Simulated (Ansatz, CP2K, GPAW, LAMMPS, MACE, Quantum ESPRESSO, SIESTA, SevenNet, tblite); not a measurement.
# Amorphous 29Ga2O3-71GeO2 (mol %) (86 atoms), the geometry as built

86 atoms (14 Fe, 17 Ge, 55 O) placed at random at 3.74 g/cm³, melted at 5000 K for 10 ps at fixed volume with the Morse and Coulomb pair potential with partial charges (Pedone, Malavasi, Menziani, Cormack and Segre, J. Phys. Chem. B 110, 11780 (2006)). Quenched from 5000 K to 300 K at 100 K/ps and fixed volume, held 5 ps, then minimised at fixed cell. Then Fe was replaced by Ga and the cell scaled by 1.006 (the potential has no terms for the new elements, so the cell is a start for a DFT relaxation).

Calculated values (SIESTA 5.4.2, Kohn-Sham DFT, PBE, PseudoDojo 0.4.1 norm-conserving pseudopotentials (converted to PSML), numerical atomic orbitals (DZP), diagonalisation; shift 0.01 Ry; mesh 200 Ry; levels smeared at 580 K; far from plane-wave PBE on this cell, through basis, grid or potentials; Γ point; density 3.92 g/cm³) for the geometry as built.

Cell vectors (Å):

```
10.944 0.000 0.000
0.000 10.944 0.000
0.000 0.000 10.944
```

Positions in Å, forces in eV/Å, q the Hirshfeld charge in e:

```tsv
atom	x	y	z	q	fx	fy	fz
Ga1	9.223	5.884	7.490	0.47	-0.234	-1.267	0.043
Ga2	0.419	10.528	5.546	0.51	0.581	-0.113	0.691
Ga3	10.883	6.227	0.433	0.45	0.514	-0.330	-0.237
Ga4	4.352	7.411	10.070	0.42	0.039	-0.490	-0.272
Ga5	6.214	6.941	1.160	0.43	0.571	0.534	-0.459
Ga6	8.750	5.935	2.359	0.44	-0.394	0.450	0.036
Ga7	10.066	8.764	3.271	0.47	-0.126	-0.171	-0.259
Ga8	6.784	8.053	7.733	0.49	-0.037	0.031	-1.496
Ga9	3.036	7.879	2.047	0.49	-0.709	-0.226	0.664
Ga10	2.893	5.202	0.565	0.47	-0.014	0.120	-1.001
Ga11	1.060	8.861	10.856	0.46	0.006	-0.862	0.665
Ga12	7.212	8.512	4.212	0.45	0.077	0.658	0.497
Ga13	8.963	8.750	10.883	0.41	-0.667	-0.454	1.394
Ga14	0.529	7.586	6.436	0.44	-0.289	0.645	0.815
Ge15	10.928	0.962	10.049	0.57	0.097	1.226	-1.214
Ge16	5.731	4.413	9.925	0.53	-0.157	1.191	0.219
Ge17	1.652	5.203	8.742	0.52	1.002	0.769	0.283
Ge18	8.972	3.827	10.387	0.55	-0.412	0.331	-1.283
Ge19	3.209	6.862	5.291	0.55	1.032	-0.853	-1.268
Ge20	3.337	8.888	7.876	0.55	0.091	0.681	0.474
Ge21	2.037	2.035	7.498	0.56	-0.728	-0.881	0.128
Ge22	1.524	0.172	2.130	0.55	0.317	-0.528	1.196
Ge23	9.474	3.488	4.782	0.55	-0.634	0.575	1.614
Ge24	6.189	9.855	1.279	0.50	0.415	-0.313	0.036
Ge25	0.990	5.178	3.476	0.53	0.004	0.362	-0.646
Ge26	6.537	4.145	3.503	0.58	-0.567	-0.015	0.659
Ge27	4.500	1.415	2.890	0.60	0.592	-0.760	0.868
Ge28	5.859	5.124	6.700	0.58	-0.135	0.532	-0.073
Ge29	4.746	0.651	6.237	0.59	0.252	-0.120	-0.462
Ge30	8.156	0.352	5.620	0.54	-1.054	-0.672	-0.647
Ge31	9.729	9.336	8.052	0.50	-0.075	0.066	-0.659
O32	3.724	1.836	7.033	-0.28	1.265	1.904	0.753
O33	6.603	8.611	5.929	-0.38	-0.485	0.155	0.550
O34	4.190	6.706	1.081	-0.24	-0.267	0.260	-0.166
O35	6.254	8.610	2.551	-0.28	-0.519	-1.956	1.683
O36	3.076	6.081	9.303	-0.33	1.818	0.648	0.727
O37	5.385	0.261	1.929	-0.28	-0.366	1.582	-0.259
O38	8.381	10.150	4.292	-0.30	0.052	-0.995	-1.704
O39	0.502	9.412	7.345	-0.29	1.185	-0.188	-0.845
O40	3.511	7.663	3.828	-0.32	0.987	1.573	-1.894
O41	9.562	7.755	7.091	-0.26	0.243	-2.507	-0.981
O42	9.835	2.307	10.211	-0.28	-0.594	-0.346	0.218
O43	4.886	8.116	8.327	-0.25	1.554	-0.890	0.816
O44	2.227	4.920	2.334	-0.33	2.211	-0.950	-1.447
O45	6.307	4.332	5.220	-0.29	0.258	-1.239	0.713
O46	7.227	3.707	10.459	-0.29	-0.415	-1.990	1.199
O47	9.191	10.540	6.806	-0.27	1.376	0.894	0.219
O48	1.881	3.730	7.876	-0.28	0.449	-0.556	-1.415
O49	2.596	8.880	9.462	-0.28	-0.204	-0.020	1.495
O50	2.837	1.276	2.407	-0.27	-0.023	2.330	-0.407
O51	10.799	6.198	2.603	-0.27	-2.360	1.436	-1.597
O52	3.946	10.242	7.012	-0.29	-0.129	0.258	-0.546
O53	6.574	5.564	2.503	-0.27	0.811	1.347	-0.908
O54	1.265	1.336	8.930	-0.30	0.672	-0.655	1.086
O55	4.464	0.793	4.530	-0.30	-0.738	-0.682	-0.383
O56	2.638	7.896	6.590	-0.21	-2.396	0.010	-0.262
O57	9.469	4.814	0.798	-0.26	1.310	1.201	2.045
O58	5.482	2.875	3.007	-0.27	-0.631	-0.179	-1.045
O59	5.580	4.296	8.193	-0.28	-0.991	-2.057	-1.202
O60	1.109	4.920	10.388	-0.26	-0.878	-0.792	2.722
O61	6.523	0.636	6.194	-0.29	-0.377	0.682	1.311
O62	8.635	7.415	3.660	-0.29	0.909	0.221	-0.001
O63	10.244	10.336	9.548	-0.24	-0.489	-1.114	1.374
O64	5.349	8.819	0.165	-0.31	-1.090	-1.818	-1.504
O65	9.408	4.663	6.029	-0.35	-0.083	1.379	1.556
O66	8.160	8.822	8.893	-0.26	-0.950	0.013	0.727
O67	9.270	4.875	9.061	-0.34	0.830	1.420	-1.832
O68	0.665	6.153	7.710	-0.29	-2.249	1.347	-1.847
O69	0.046	3.849	4.017	-0.27	0.850	-2.508	-0.290
O70	1.714	6.028	4.842	-0.26	-1.366	-0.054	2.172
O71	7.780	10.022	0.734	-0.33	2.693	1.142	-1.107
O72	0.212	8.602	4.825	-0.28	0.397	0.938	0.058
O73	4.315	4.076	10.834	-0.34	-1.918	-1.413	1.465
O74	0.542	10.842	3.529	-0.30	-1.649	-0.295	1.676
O75	10.441	8.891	1.424	-0.31	-0.326	0.177	-0.292
O76	5.958	6.143	10.227	-0.28	0.162	3.016	0.513
O77	8.172	7.202	0.887	-0.32	-0.653	-0.777	0.358
O78	10.528	7.685	10.085	-0.27	0.019	0.678	0.630
O79	7.141	6.187	7.255	-0.26	1.917	1.661	0.790
O80	1.702	7.175	0.749	-0.29	0.187	0.221	0.227
O81	8.916	1.885	5.197	-0.28	0.505	-0.158	-0.135
O82	1.167	1.182	6.251	-0.34	-1.017	-0.669	-2.073
O83	0.722	0.486	0.610	-0.26	-0.018	-0.388	-0.009
O84	4.475	5.986	6.044	-0.29	-0.160	-0.197	0.382
O85	8.318	4.039	3.524	-0.24	0.705	0.452	-2.108
O86	2.294	9.589	1.679	-0.28	0.583	-1.567	-1.658
```

The quench rate of 100 K/ps is many orders above laboratory rates, so the cell is likely richer in defects and strain than a real sample. The network of bonds at the start is that of the classical potential that made the cell, and needn't be the one that DFT or experiment would give. Only the Γ point is sampled, in a cell whose shortest periodic width is 11 Å.

The r.m.s. force component is 1.02 eV/Å; the longest force, 3.21 eV/Å, acts on O68.

[Logs are printed without paths, hosts, clocks, repeated set-up lines and the standing remarks that a program may print on its own settings, such as how far it seeks lower states.]

[Hosts, paths, dates, database ids (printed as entryN), source tags and the programs' standing remarks are cut or masked in the printed files.]
